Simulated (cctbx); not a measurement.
# Lattice, Laue class and space group of a new crystal

Cell: a = 5.0420 Å, b = 5.0420 Å, c = 5.0420 Å, α = 90.00°, β = 90.00°, γ = 90.00°. Expected content of the cell: Br3 Mn1 Na1.

The data are simulated with cctbx, not measured: synchrotron X-rays, λ = 0.4959 Å, to d = 0.77 Å, 80 % of the full sphere, strongest reflection 20000 counts, noise from counting, a 3 % proportional error and a noise floor of 4 counts (s.d.); no absorption.

Tests on the unmerged data give:

```text
958 reflections to d = 0.778 A
centring   violations  <I/sigma> of those
    A        350 of   484     12.6
    B        346 of   493     12.4
    C        348 of   487     12.4
    I        481 of   481     22.9
    R        488 of   630     16.4
    F        522 of   732     12.5
Laue class    unique    Rint  (classes that these axes allow; Friedel mates merged)
P -1              568   0.020
P 1 2/m 1         329   0.022
P 1 1 2/m         330   0.022
P 2/m 1 1         331   0.023
P m m m           203   0.025
P 4/m             170   0.025
P 4/m m m         116   0.026
R -3 :R           200   0.025
R -3 m :R         125   0.026
P m -3             70   0.027
P m -3 m           49   0.027
space group    extra absences  I>4sigma  <I/sigma>
P 4 3 2                 0          0         -  acentric
P -4 3 m                0          0         -  acentric
P m -3 m                0          0         -  centric
Wilson B = 0.47 A^2   <|E^2-1|> = 0.758 (0.968 centric, 0.736 acentric)   E^2>4: 0.0 %
shell (A)         n   <I/sigma>
 5.04 - 1.23     15     61.6
 1.23 - 0.98     13     73.3
 0.98 - 0.86     10     67.8
 0.86 - 0.78     11     77.5
```

**Question.** What are the lattice type, the Laue class and the likely space group?

Every centring test has many violations, so the lattice is primitive.

Rint stays low (0.020 to 0.027) up to P m -3 m, the highest class in these axes.

3 settings pass the absence test. No glide or screw absences show, which leaves P 4 3 2, P -4 3 m and P m -3 m.

⟨|E²−1|⟩ = 0.758 leans to a non-centrosymmetric structure. Here that hint misleads: the statistic assumes many like atoms on general positions, and few, heavy or special-position atoms break it. The Wilson B of 0.47 Å² means U ≈ 0.0060 Å².

The true group is Pm-3m (no. 221), Laue class m-3m, centrosymmetric. The tables only narrow the choice to the tied entries; cell content, site symmetry and trial solutions must settle it.

This is a model crystal, built by substitution and not relaxed, with assumed displacement parameters.

[Logs are printed without paths, hosts, clocks, repeated set-up lines and the standing remarks that a program may print on its own settings, such as how far it seeks lower states.]
